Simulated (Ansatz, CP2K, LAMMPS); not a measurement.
**Other levels on Cu31Zr69 (at. %) with crystalline order left by the classical run (61 atoms)**

Density of this cell: 6.82 g/cm³. The cell holds 61 atoms: 19 Cu and 42 Zr. Its edges and angles: a = 10.704 Å, b = 10.704 Å, c = 10.704 Å, α = 90.0°, β = 90.0°, γ = 90.0°. 61 atoms (19 Cu, 42 Zr) placed at random at 6.29 g/cm³, melted at 2200 K for 10 ps at fixed volume with the Finnis-Sinclair Cu-Zr potential (Mendelev, file CuZr_mm.eam.fs of the LAMMPS distribution). Quenched from 2200 K to 300 K at 3 K/ps and zero pressure, held 5 ps, then minimised at fixed cell.

Geometry: as built.

The reference, a calculation:

```
method                 : Kohn-Sham DFT, PBE, PAW, plane waves (Ansatz 0.2.0); cutoff 420 eV, Γ point, fermi-dirac smearing of 0.05 eV; PAW set soft_2
r.m.s. force component : 0.2858 eV/Å
longest force          : 1.218 eV/Å
pressure               : -1.854 GPa
SCF cycles             : 10
time                   : 28 s on 4 threads of Arm Neoverse V1, shared host
CPU time               : 1.8 min
```

**Question.** The same geometry is run in other programs. How far does each lie from the reference, and what does it cost?
- CP2K PBE, DZVP-MOLOPT-SR, 800/50 Ry, diagonalisation (CP2K 2026.2; 2 threads)
- CP2K PBE, SZV-MOLOPT-SR, 800/50 Ry, diagonalisation (CP2K 2026.2; 2 threads)
- CP2K PBE, DZVP-MOLOPT-SR, 280/50 Ry, diagonalisation (CP2K 2026.2; 2 threads)
- CP2K PBE, DZVP-MOLOPT-SR, 800/70 Ry, diagonalisation (CP2K 2026.2; 2 threads)

Differences are against the plane-wave reference, forces as r.m.s. over components; share is that over the reference's r.m.s. force, slope the least-squares factor from reference forces to these. Total energies of different programs have different zeros and aren't compared.

| run | Δ force, r.m.s. (meV/Å) | share (%) | slope | Δ pressure (GPa) | cores | CPU time | memory (GiB) |
| --- | --- | --- | --- | --- | --- | --- | --- |
| reference | - | - | - | - | 4 | 1.8 min | 1.9 |
| CP2K PBE, DZVP-MOLOPT-SR, 800/50 Ry, diagonalisation | 23.1 | 8.09 | 1.017 | 0.176 | 2 | 30 min | 5.5 |
| CP2K PBE, SZV-MOLOPT-SR, 800/50 Ry, diagonalisation (coarse) | 168 | 58.7 | 0.901 | -1.15 | 2 | 12 min | 4.8 |
| CP2K PBE, DZVP-MOLOPT-SR, 280/50 Ry, diagonalisation (coarse) | 747 | 261 | 0.879 | 1.04 | 2 | 25 min | 2.0 |
| CP2K PBE, DZVP-MOLOPT-SR, 800/70 Ry, diagonalisation | 23.1 | 8.09 | 1.017 | 0.176 | 2 | 37 min | 5.5 |

Rows marked coarse were listed beforehand as settings not expected to be converged; some can still land near the reference.

CPU time is summed over cores on a shared host, where runs went side by side, so it is rough. Symmetry, cutoffs, thresholds, outputs and thread counts weren't matched or tuned between programs; memory under MPI is the largest rank's times the ranks.

The PBE runs in local orbitals, coarse settings apart, differ by 8.1 % in each run; basis, grid and potentials can all enter. Runs with settings chosen to be coarse differ by 59 % (CP2K PBE, SZV-MOLOPT-SR, 800/50 Ry, diagonalisation) to 261 % (CP2K PBE, DZVP-MOLOPT-SR, 280/50 Ry, diagonalisation), their programs' other errors included. None of the electronic-structure runs in the table takes under half the reference's CPU time of 1.8 min; they take 6.7 to 21 times as much. The electron count is odd in these runs, and they have no spin polarisation, so the unpaired electron is spread evenly over both spins. The network of bonds at the start is that of the classical potential that made the cell, and needn't be the one that DFT or experiment would give. The electron count is odd and the run has no spin polarisation, so levels at the top are partly filled by construction. The electronic-structure runs sample only Γ, in a cell whose shortest periodic width is 11 Å, which is coarse for a cell with partly filled levels.

[Logs are printed without paths, hosts, clocks, repeated set-up lines and the standing remarks that a program may print on its own settings, such as how far it seeks lower states.]

[Hosts, paths, dates, database ids (printed as entryN), source tags and the programs' standing remarks are cut or masked in the printed files.]
